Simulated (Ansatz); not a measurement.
# 2H-NbTe2 monolayer in a perpendicular field, part 2 of 3

Aim: how the 2H-NbTe2 monolayer screens a field along its normal, and what the field does to its bands. A positive field points along +c.

Ansatz 0.2.0; plane-wave DFT, PBE-D3(BJ), Ansatz PAW.

So far. Step 2 (Relaxing the slab): The lattice constant a goes from 3.901 to 3.625 Å.

### Step 3. Atoms held, field 0

A sawtooth potential applies the field, turning back in the middle of the vacuum. With the dipole correction the typed value is the field outside the slab. The induced dipole is small, so the SCF threshold is tight.

The cell differs from the one that the last finished run ended in (c 38.177 → 21.727 Å).

File input.yaml:

```yaml
crystal:
  lattice:
    - [3.6253806365, 0.0, 0.0]
    - [-1.8126903183, 3.1396717296, 0.0]
    - [0.0, 0.0, 21.7267669323]
  atoms:
    - { symbol: Te, position: [0.3333333333, 0.6666666667, 0.4142355845], spin: 0.01 }
    - { symbol: Nb, position: [0.0, 0.0, 0.5], spin: 0.33 }
    - { symbol: Te, position: [0.3333333333, 0.6666666667, 0.5857644155], spin: 0.01 }
magnetization:
  spin_polarized: true
kpoints:
  mp_grid: { grid: [12, 12, 1] }
  band_path:
    path: [[0, 0, 0], [0.5, 0, 0], [0.33333333, 0.33333333, 0], [0, 0, 0]]
    npoints: 16
hamiltonian:
  xc: pbe
  dispersion: d3bj
scf:
  occupations: { method: fermi_dirac, width: 0.02585 }
  convergence: { dr2_threshold: 1.0e-10 }
efield:
  axis: 3
  dipole_correction: true
  ramp_position: 0.97
  ramp_width: 0.06
  amplitude: 0
output:
  dos: { projected: true, e_range: [-6, 5] }
  write_potential: true
  write_density: true
  volumetric_format: npy
  elf: true
```

Started as:

```
ansatz run input.yaml --threads 2 --pin off --max-ram 3072MiB --backend cpu --events-out ev --progress --plain --runs-dir out
```

Numbers of over 12 decimals in the logs are rounded to 6 here.

The program printed:

```text
[...]
Crystal: 3 atoms, lattice volume = 247.305 Å³
Basis set: ecut = 420 eV, 4777 PW (Γ)
Bands: 28, of which v1, the nominal top of the filled ones, is band 23 counted from 1 (22 counted from 0)
Symmetry: 6 space group operations
k-points: 19 of 144 (time reversal used)
[...]
Starting moments: Σ|m| = 0.35 μB on 3 of 3 sites
[...]
SCF iter   1: F=—  HF=-18514.802719 eV  |F-HF|=—  |Δ(HF+E_count)|=         —  Δρ=1.17e-2 (↑1.17e-2 ↓1.00e-2)  dr2=1.87e0  dr2_m=5.72e-3  M=0.185 μB ∫|m|=0.187 μB  β_m=0.64  ethr=3.10e-3  p=0.000 e·Å  D=7.38e-14 V/Å  ΔV_dip=-0.00 eV  dr2_dipole=1.09e-7  V_vac-E_F(+/−)=5.75/5.75 eV  ⟨swp⟩=11.6  Hψ=5883  notcnv=0
[...]
efield: sawtooth ramp at fractional position 0.9700 (set: `efield.ramp_position`, or a place that a band, a saddle search or an elastic batch's reference lends), width 0.0600; the density the first Hamiltonian is built on has a dipole p = 0.000 e·Å; the dipole correction subtracts the counter field D = 7.38e-14 V/Å, which shifts the + side's vacuum level by -0.00 eV against the − side's; the planar-averaged density in the ramp window peaks in size at 7.7e-7 e/Å³
[...]
SCF iter   2: F=—  HF=-18514.615507 eV  |F-HF|=—  |Δ(HF+E_count)|=   1.87e-1  Δρ=7.65e-3 (↑7.65e-3 ↓6.89e-3)  dr2=7.26e-1  dr2_m=1.61e-3  M=0.149 μB ∫|m|=0.151 μB  β_m=0.53  ethr=3.10e-3  p=-0.000 e·Å  D=-3.44e-5 V/Å  ΔV_dip=0.00 eV  dr2_dipole=8.78e-8  V_vac-E_F(+/−)=5.48/5.48 eV  ⟨swp⟩=2.2  Hψ=1653  notcnv=0  defer=38
density mixer auto → msr1: a metal under ldos (density of states about μ 1.09 of a free-electron gas's, 32 screened modes)
SCF iter   3: F=—  HF=-18514.611901 eV  |F-HF|=—  |Δ(HF+E_count)|=   3.61e-3  Δρ=1.94e-3 (↑1.92e-3 ↓1.94e-3)  dr2=2.25e-2  dr2_m=2.13e-4  M=0.118 μB ∫|m|=0.120 μB  β_m=0.63  ethr=1.61e-3  p=-0.000 e·Å  D=-1.08e-6 V/Å  ΔV_dip=0.00 eV  dr2_dipole=1.26e-9  V_vac-E_F(+/−)=5.05/5.05 eV  ⟨swp⟩=3.0  Hψ=1817  notcnv=0  defer=38
[...]
SCF iter  17: F=-18514.636976 eV  HF=-18514.636976 eV  |F-HF|=7.28e-12  |Δ(HF+E_count)|=  9.09e-11  Δρ=2.19e-8 (↑1.77e-8 ↓2.19e-8)  dr2=2.47e-12  dr2_m=3.59e-13  M=0.699 μB ∫|m|=0.717 μB  ethr=1.00e-12  p=-0.000 e·Å  D=-7.27e-9 V/Å  ΔV_dip=0.00 eV  dr2_dipole=8.60e-16  V_vac-E_F(+/−)=4.98/4.98 eV  ⟨swp⟩=9.1  Hψ=3416  notcnv=0
SCF 1 converged in 17 iterations: F = -18514.636976 eV  dr2 = 2.47e-12
[...]
at 2 of the mixer's solves, the last at iteration 7, it left a direction of its history that read negative out of its fit and stepped the other way along it
[...]
NSCF: frozen V_eff on 49 k-points
efield: sawtooth ramp at fractional position 0.9700 (kept from the solve that this one continues, or follows in the run), width 0.0600; the density the first Hamiltonian is built on has a dipole p = -0.000 e·Å; the dipole correction subtracts the counter field D = -7.27e-9 V/Å, which shifts the + side's vacuum level by +0.00 eV against the − side's; the planar-averaged density in the ramp window peaks in size at 7.9e-7 e/Å³
SCF converged after 17 iterations
Magnetization: 0.6992 μB (22.8496 up, 22.1504 down)
Absolute magnetization: 0.7175 μB (∫|ρ↑−ρ↓|, with the PAW one-centre terms)
[...]
Per-site moments (μB) at R_I (Å): [(0.018903, 1.155981), (0.414809, 1.155981), (0.018903, 1.155981)]
Free energy (F): -18514.636976 eV
[...]
Internal energy: -18514.632770 eV  (E = F + TS)
E sigma→0 (E₀):  -18514.634873 eV
Entropy (-TS):   -0.004207 eV (-1.402 meV/atom)
Fermi energy:    0.295795 eV
Dipole field:    D = 0.000000 V/Å  (p = 0.000000 e·Å, saw-weighted, corrected)
Work function:   Φ+ = 4.9820 eV   Φ− = 4.9820 eV
Levels:          The Fermi level and band energies are counted from a zero that moves with the ramp; work functions are not
[...]
--- Band table (eV; the first three rows and the last of 38) ---
  k-point 0 ↑: bands = [... 19 lower, -1.0513, -0.1111, -0.1111, 0.1783, 3.3618, 3.3618, 3.5569, 3.5569, ... 1 higher]
  k-point 1 ↑: bands = [... 19 lower, -0.9756, -0.2546, -0.1508, 0.1672, 3.0661, 3.0800, 3.3894, 3.4783, ... 1 higher]
  k-point 2 ↑: bands = [... 19 lower, -0.7647, -0.5962, -0.3993, 0.0720, 2.3945, 2.7592, 3.0067, 3.7323, ... 1 higher]
  k-point 18 ↓: bands = [... 19 lower, -2.3108, -2.2865, -1.1335, 1.0098, 2.3958, 2.8030, 3.5558, 4.8038, ... 1 higher]
```

The job ended after 41 s (2 threads of Arm Neoverse V1, shared host; peak memory 0.64 GiB; 80 s of CPU time).

Numbers from this step:

```yaml
energy_at_zero_smearing: -18514.6349 eV
total_moment: 0.6992 μB
site_moments: 0.01890, 0.4148, 0.01890 μB
work_function_upper_face: 4.982 eV
dipole_along_the_normal: 3.86e-8 e·Å
```

Running mean over a fixed 2.8 Å (it still follows the layers) of the planar mean; the ramp of the sawtooth is left out. The electron's electrostatic potential energy less the Fermi level by z:

z (Å), electron's electrostatic potential energy less the Fermi level (eV) and a bar from the least value:
```
      3.0       4.98 ##############################
      3.5       4.98 ##############################
      4.0       4.98 ##############################
      4.5       4.98 ##############################
      5.0       4.98 ##############################
      5.5       4.96 ##############################
      6.0       4.90 ##############################
      6.5       4.63 #############################
      7.0       3.66 ###########################
      7.5       2.50 ########################
      8.0       1.58 ######################
      8.5       0.04 ##################
      9.0      -1.74 ##############
      9.5      -4.36 #######
     10.0      -6.22 ###
     10.5      -7.18 #
     11.0      -7.47 
     11.5      -6.71 ##
     12.0      -5.37 #####
     12.5      -2.89 ###########
     13.0      -0.68 ################
     13.5       0.92 ####################
     14.0       2.14 #######################
     14.5       3.05 #########################
     15.0       4.31 ############################
     15.5       4.82 ##############################
     16.0       4.94 ##############################
     16.5       4.97 ##############################
     17.0       4.98 ##############################
     17.5       4.98 ##############################
     18.0       4.98 ##############################
     18.5       4.98 ##############################
```

The density of states has structure finer than the step of the table below, so its rows give means over 0.25 eV, whole bins alone (the curve runs from -6 to 1.99 eV). Peaks (eV: height): total -4.070: 5.09, -4.020: 6.02, -3.020: 6.92, -2.860: 6.06, -1.420: 5.15, -1.340: 6.08, -0.760: 4.67; up -4.070: 3.91, -4.020: 4.02, -3.080: 3.60, -3.020: 5.51, -1.420: 4.10, -0.130: 3.28, 1.800: 3.20; down -3.960: 2.61, -2.860: 5.53, -1.340: 3.95, -0.760: 3.20, -0.570: 2.57, 0.150: 2.67, 0.340: 3.37.

The density of states by energy, zero at the Fermi level; means over each step; values in states/eV a cell:

```
energy (eV)   total     up     down
      -5.25       0      0        0
      -5.00   0.115  0.115   1.4e-4
      -4.75   0.926  0.558    0.368
      -4.50    1.49  0.872    0.622
      -4.25    2.31   1.21     1.10
      -4.00    4.34   2.43     1.91
      -3.75    2.37  0.769     1.60
      -3.50   0.959  0.508    0.451
      -3.25    1.88   1.31    0.574
      -3.00    4.52   2.30     2.22
      -2.75    1.94  0.721     1.22
      -2.50    2.62   1.38     1.24
      -2.25    2.69   1.36     1.33
      -2.00    2.93   1.57     1.36
      -1.75    2.71   1.22     1.49
      -1.50    2.76   1.70     1.06
      -1.25    4.33   2.18     2.15
      -1.00    3.84   2.02     1.82
      -0.75    3.13   1.39     1.74
      -0.50    2.28  0.979     1.30
      -0.25    2.94   2.33    0.614
       0.00    2.33   1.11     1.21
       0.25    2.33  0.231     2.10
       0.50   0.571      0    0.571
       0.75  0.0629      0   0.0629
       1.00       0      0        0
       1.25       0      0        0
       1.50   0.177  0.177        0
       1.75    2.37   2.37  0.00308
```

Projected DOS per atom over height of the atomic layer and energy from the Fermi level. Layers: Te Nb Te from below.

Ten even steps from '0' (0.00 states/eV) to '9' (1.70 states/eV), each cell a mean:
```
292
000
000
000
050
292
373
565
777
666
565
555
434
767
424
323
767
333
111
000
000
000
```
Columns: height of the atomic layer (Å) from 9 to 12.7; rows upwards: energy from the Fermi level (eV) from -5.96 to 1.96.

Projected DOS per atom, spin up over height of the atomic layer and energy from the Fermi level. Layers: Te Nb Te from below.

Ten even steps from '0' (0.00 states/eV) to '9' (1.52 states/eV), each cell a mean:
```
292
000
000
000
000
151
262
232
454
333
232
232
222
333
323
101
434
222
111
000
000
000
```
Columns: height of the atomic layer (Å) from 9 to 12.7; rows upwards: energy from the Fermi level (eV) from -5.96 to 1.96.

Projected DOS per atom, spin down over height of the atomic layer and energy from the Fermi level. Layers: Te Nb Te from below.

Values in states/eV, 22 rows by 3 columns, each cell a mean:
```
0.05 0.18 0.05
0.00 0.00 0.00
0.00 0.00 0.00
0.01 0.12 0.01
0.15 0.93 0.15
0.19 0.88 0.19
0.25 0.33 0.25
0.55 0.62 0.55
0.63 0.51 0.63
0.53 0.47 0.53
0.45 0.55 0.45
0.43 0.43 0.43
0.38 0.25 0.38
0.76 0.58 0.76
0.22 0.14 0.22
0.36 0.28 0.36
0.67 0.52 0.67
0.30 0.24 0.30
0.13 0.09 0.13
0.00 0.00 0.00
0.00 0.00 0.00
0.00 0.00 0.00
```
Columns: height of the atomic layer (Å) from 9 to 12.7; rows upwards: energy from the Fermi level (eV) from -5.96 to 1.96.

Deep bands are left out, so band numbers here count from the lowest band kept and differ from the log's. The electronic bands at the labelled points (eV, zero at the Fermi level; # counts the bands kept):

| point | up #4 | up #5 | up #6 | up #7 | down #4 | down #5 | down #6 | down #7 |
| --- | --- | --- | --- | --- | --- | --- | --- | --- |
| Γ | -1.35 | -0.41 | -0.41 | -0.12 | -1.05 | -0.25 | -0.25 | 0.35 |
| halfway | -1.28 | -1.08 | -0.77 | -0.48 | -1.15 | -1.02 | -0.54 | -0.02 |
| M | -1.90 | -1.45 | -0.57 | -0.23 | -1.78 | -1.36 | -0.16 | -0.16 |
| halfway | -2.34 | -1.93 | -1.43 | 0.04 | -2.25 | -1.80 | -1.34 | 0.42 |
| K | -2.74 | -2.65 | -1.53 | 0.30 | -2.61 | -2.58 | -1.43 | 0.71 |
| halfway | -2.14 | -1.25 | -0.72 | -0.27 | -2.03 | -1.03 | -0.65 | 0.14 |
| Γ | -1.35 | -0.41 | -0.41 | -0.12 | -1.05 | -0.25 | -0.25 | 0.35 |

Site moment by atom:

| atom | site moment (μB) |
| --- | --- |
| Te1 | 0.019 |
| Nb2 | 0.415 |
| Te3 | 0.019 |

Spin density in the ca plane at fractional y = 0.667, with atoms of Te within 0.2 Å of it.

Ten even steps from '0' (-0.004 e/Å³) to '9' (0.055 e/Å³), each cell a mean:
```
00000000000000000000011279521100000000000000
00000000000000000000011379521100000000000000
00000000000000000000011257411100000000000000
00000000000000000110001234211001110000000000
00000000000000001111000011100001111000000000
00000000000000001110000000000001111000000000
00000000000000001111000001000001111000000000
00000000000000001111000122110001110000000000
00000000000000000000011245311000000000000000
```
Columns run along c (16.0 Å, from fractional 0.09 to 0.83 of the cell), rows up along a (3.6 Å). Atoms in or near the plane, at fractional coordinates: Te at (0.41, 0.33), Te at (0.59, 0.33).

Valence density in the ca plane at fractional y = 0.667, with atoms of Te within 0.2 Å of it. It is the smooth field of the valence electrons, not physical close to the nuclei.

Ten steps, logarithmic in the rise over the least value, from '0' (0 e/Å³) to '9' (14 e/Å³), each cell a mean:
```
00000000000000000011111222211111100000000000
00000000000000000001111222211111000000000000
00000000000000000112222222222222100000000000
00000000000000001234432211223343210000000000
00000000000000001357863211234787421000000000
00000000000000002379984211236998531000000000
00000000000000002368974211235898521000000000
00000000000000001245643211223565321000000000
00000000000000000122322222222332210000000000
```
Columns run along c (16.0 Å, from fractional 0.09 to 0.83 of the cell), rows up along a (3.6 Å). Atoms in or near the plane, at fractional coordinates: Te at (0.41, 0.33), Te at (0.59, 0.33).

Electrostatic potential energy in the ca plane at fractional y = 0.667, with atoms of Te within 0.2 Å of it. With pseudopotentials it is smooth inside the atoms' cores, unlike the true potential.

Ten even steps from '0' (-18 eV) to '9' (15 eV), each cell a mean:
```
66666666666666666665555432345555666666666666
66666666666666666666665422345666666666666666
66666666666666666654455433455445566666666666
66666666666666666421013555542101356666666666
66666666666666665216721455530574046666666666
66666666666666665159970356512999135666666666
66666666666666665139960456521898036666666666
66666666666666666302202455541121156666666666
66666666666666666542234444454323466666666666
```
Columns run along c (16.0 Å, from fractional 0.09 to 0.83 of the cell; values clipped at the 3rd and 97th percentile), rows up along a (3.6 Å). Atoms in or near the plane, at fractional coordinates: Te at (0.41, 0.33), Te at (0.59, 0.33).

The work function of the upper face is 4.98 eV.

### Step 4. Atoms held, field 0.1 V/Å

input.yaml: that of step 3 with these lines changed.

```diff
@@ -27,5 +27,4 @@
   ramp_width: 0.06
-  amplitude: 0
+  amplitude: 0.1
 output:
-  dos: { projected: true, e_range: [-6, 5] }
   write_potential: true
@@ -33,2 +32 @@
   volumetric_format: npy
-  elf: true
```

The program printed:

```text
[...]
Crystal: 3 atoms, lattice volume = 247.305 Å³
Basis set: ecut = 420 eV, 4777 PW (Γ)
Bands: 28, of which v1, the nominal top of the filled ones, is band 23 counted from 1 (22 counted from 0)
Symmetry: 6 space group operations
k-points: 19 of 144 (time reversal used)
[...]
Starting moments: Σ|m| = 0.35 μB on 3 of 3 sites
[...]
k-point 1 ↑: bands = [... 19 lower, -0.9762, -0.2551, -0.1515, 0.1668, 3.0621, 3.0823, 3.3886, 3.4780, ... 1 higher]
  k-point 2 ↑: bands = [... 19 lower, -0.7653, -0.5967, -0.4000, 0.0715, 2.3935, 2.7587, 3.0061, 3.7317, ... 1 higher]
  k-point 18 ↓: bands = [... 19 lower, -2.3115, -2.2870, -1.1339, 1.0093, 2.3953, 2.8024, 3.5552, 4.8032, ... 1 higher]
[key lines of the parts left out:]
SCF converged after 18 iterations
Magnetization: 0.6992 μB (22.8496 up, 22.1504 down)
Free energy (F): -18514.638999 eV
Fermi energy:    0.295251 eV
Dipole field:    D = 0.029608 V/Å  (p = 0.040465 e·Å, saw-weighted, corrected)
```

It took 42 s on 2 threads; peak memory 0.64 GiB; 82 s of CPU time.

The dipole is 0.0405 e·Å.

(Continued in part 3 of 3.)

[Logs are printed without paths, hosts, clocks, repeated set-up lines and the standing remarks that a program may print on its own settings, such as how far it seeks lower states.]

[Hosts, paths, dates, database ids (printed as entryN), source tags and the programs' standing remarks are cut or masked in the printed files.]

[Maps of the electrostatic potential energy from Ansatz leave out the sawtooth potential of an applied field or a dipole correction, so their vacuum need not be flat; planar profiles and work functions include it.]
